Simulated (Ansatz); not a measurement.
# How fast states decay through Mg4CdTe4S, part 2 of 2

Aim: relax a made-up compound, Mg4CdTe4S, and see how good a tunnel barrier it would be. It is built by putting Mg for Zn, Te for Se in the Zn4CdSe4S structure of space group Imm2, with the volume rescaled by atomic radii. The parent structure comes from the Materials Project.

Ansatz 0.2.0; PBE DFT, plane waves, PAW files (the session's first sound run).

So far. Step 5 (Decay over the two-dimensional zone): The least value on the mesh is 0.144 Å⁻¹ at +0.80 eV. At that energy the listed points give about 0.144 Å⁻¹ by interpolation, so the mesh holds no clearly slower state. Step 6 (Band edges at another level): The searched edges give 1.49 eV, as on the mesh.

The structure was built from a prototype and need not be the compound's stable phase.

### 7. Complex bands at another level

This step: PBEsol DFT, plane waves, PAW files; complex bands by layer matching along the plane's normal (Ansatz 0.2.0).

The complex bands at that level, over its own gap, at (0, 0) and (0.5, 0).

input.yaml reads:

```yaml
crystal:
  lattice:
    - [6.34687764, 0.0, 0.0]
    - [0.0, 4.514353974, 0.0]
    - [3.17343882, 2.257176987, 11.300412766]
  atoms:
    - { symbol: Mg, position: [0.5742862187, 0.5887377629, 0.8225244742] }
    - { symbol: Mg, position: [0.1933700476, 0.2006872543, 0.5986254914] }
    - { symbol: Mg, position: [0.791995539, 0.7993127457, 0.4013745086] }
    - { symbol: Mg, position: [0.3968106929, 0.4112622371, 0.1774755258] }
    - { symbol: Cd, position: [0.0350611121, 0.0, 0.0] }
    - { symbol: Te, position: [0.8450108701, 0.0970938606, 0.8058122788] }
    - { symbol: Te, position: [0.4472835179, 0.6953059471, 0.6093881058] }
    - { symbol: Te, position: [0.0566716238, 0.3046940529, 0.3906118942] }
    - { symbol: Te, position: [0.6508231489, 0.9029061394, 0.1941877212] }
    - { symbol: S, position: [0.2586852291, 0.5, 0.0] }
kpoints:
  mp_grid: { grid: [6, 6, 6] }
scf:
  occupations: { method: fixed }
hamiltonian:
  xc: pbesol
output:
  eigenvalues: true
  transmission:
    leads: [[0, 0]]
    kpoints: [[0.0, 0.0], [0.5, 0.0]]
    e_range: [-1.0, 2.49]
    de: 0.09
```

On the command line:

```sh
$ ansatz run input.yaml --threads 2 --pin off --max-ram 4096MiB --backend cpu --events-out ev --progress --plain --runs-dir out
```

Run time: 3.7 min. Hardware: 2 threads of Arm Neoverse N1, shared host; peak memory 1.2 GiB.

Numbers from this step:

| Property | Result |
| --- | --- |
| level to which the leads are filled | 0.7462 eV from the Fermi level |
| decay constant at the filling level, zone centre | 0.1364 Å⁻¹ |
| decay constant at the filling level, slowest listed point | 0.1364 Å⁻¹ |

K parallel (0, 0); values up to 1.5 1/Å, a degenerate pair printed once or twice; energies at which all values exceed this have no row. Im kz of the slowest decaying states against energy, zero at the highest filled level on the SCF mesh:

```
energy (eV)  decay 1 (Å⁻¹)  decay 2 (Å⁻¹)  decay 3 (Å⁻¹)  decay 4 (Å⁻¹)
      -1.00         0.0200          0.169          0.908           1.04
      -0.82        0.00554          0.120          0.192          0.863
      -0.73         0.0209          0.110          0.201          0.838
      -0.55         0.0671          0.216          0.780          0.966
      -0.46         0.0748          0.148          0.222          0.745
      -0.28          0.198          0.232          0.645          0.918
      -0.19         0.0313         0.0597          0.237          0.549
      -0.01         0.0895          0.228          0.245          0.576
       0.08          0.104          0.248          0.280          0.291
       0.26          0.122          0.252          0.368          0.450
       0.35          0.128          0.253          0.412          0.550
       0.53          0.135          0.254          0.527          0.583
       0.62          0.137          0.254          0.595          0.598
       0.80          0.135          0.252          0.602          0.614
       0.89          0.132          0.250          0.603          0.621
       1.07          0.120          0.246          0.540          0.632
       1.16          0.111          0.243          0.524          0.637
       1.34         0.0816          0.236          0.506          0.643
       1.43         0.0543          0.232          0.500          0.645
       1.61          0.221          0.491          0.641          0.648
       1.70          0.215          0.488          0.620          0.648
       1.88          0.200          0.481          0.576          0.648
       1.97          0.191          0.477          0.554          0.648
       2.15         0.0846          0.165          0.466          0.511
       2.24          0.130          0.456          0.493          0.644
       2.42          0.129          0.413          0.475          0.634
```

K parallel (0.5, 0); values up to 1.5 1/Å, a degenerate pair printed once or twice; energies at which all values exceed this have no row. Im kz of the slowest decaying states against energy, zero at the highest filled level on the SCF mesh:

```
energy (eV)  decay 1 (Å⁻¹)  decay 2 (Å⁻¹)  decay 3 (Å⁻¹)  decay 4 (Å⁻¹)
      -1.00          0.381          0.475           1.26              -
      -0.73          0.307          0.346           1.23              -
      -0.55         0.0561         0.0833          0.300           1.21
      -0.28          0.248          0.277          0.332           1.17
      -0.01          0.300          0.317          0.458           1.14
       0.26          0.305          0.355          0.517           1.10
       0.44          0.307          0.368          0.542           1.08
       0.71          0.308          0.377          0.567           1.04
       0.98          0.306          0.375          0.582           1.01
       1.16          0.304          0.369          0.588          0.979
       1.43          0.298          0.352          0.592          0.939
       1.70          0.289          0.324          0.592          0.896
       1.97          0.275          0.277          0.587          0.851
       2.15          0.183          0.266          0.582          0.820
       2.42          0.249          0.572          0.769           1.39
```

At the listed wavevectors the last open channel is at -0.01 eV and the next at +1.52 eV on the grid. At +0.71 eV, the grid energy nearest the filling level (the middle of the gap on the SCF mesh), the slowest state at the listed wavevectors decays with κ = 0.136 Å⁻¹, its amplitude falling by e over 7.3 Å; the first such run, plane (010), gave 0.144 Å⁻¹.

### 8. Outcome

```
band gap                                         : 1.60 eV
least decay constant at mid-gap, normal to (010) : 0.144 Å⁻¹
least decay constant on a mesh, normal to (010)  : 0.144 Å⁻¹
least decay constant, PBEsol                     : 0.136 Å⁻¹
```

With PBE, the slowest decay at the wavevectors tried is κ = 0.144 Å⁻¹, normal to (010). Through such a film the transmission near mid-gap falls as exp(−2κd), a factor of ten every 8.0 Å. A free electron under a barrier of half the gap would need a mass of 0.098 mₑ to decay at this rate. With PBEsol the gap goes from 1.60 to 1.49 eV and the decay constant, over the first 2 listed wavevectors, from 0.144 to 0.136 Å⁻¹. The compound is made up by substitution; its stability against other phases and against distortions of the cell's symmetry was not tested. A semilocal functional narrows gaps, while spin-orbit coupling, left out here, narrows them in compounds of heavy elements, so the error in κ can go either way.

[Logs are printed without paths, hosts, clocks, repeated set-up lines and the standing remarks that a program may print on its own settings, such as how far it seeks lower states.]

[Hosts, paths, dates, database ids (printed as entryN), source tags and the programs' standing remarks are cut or masked in the printed files.]
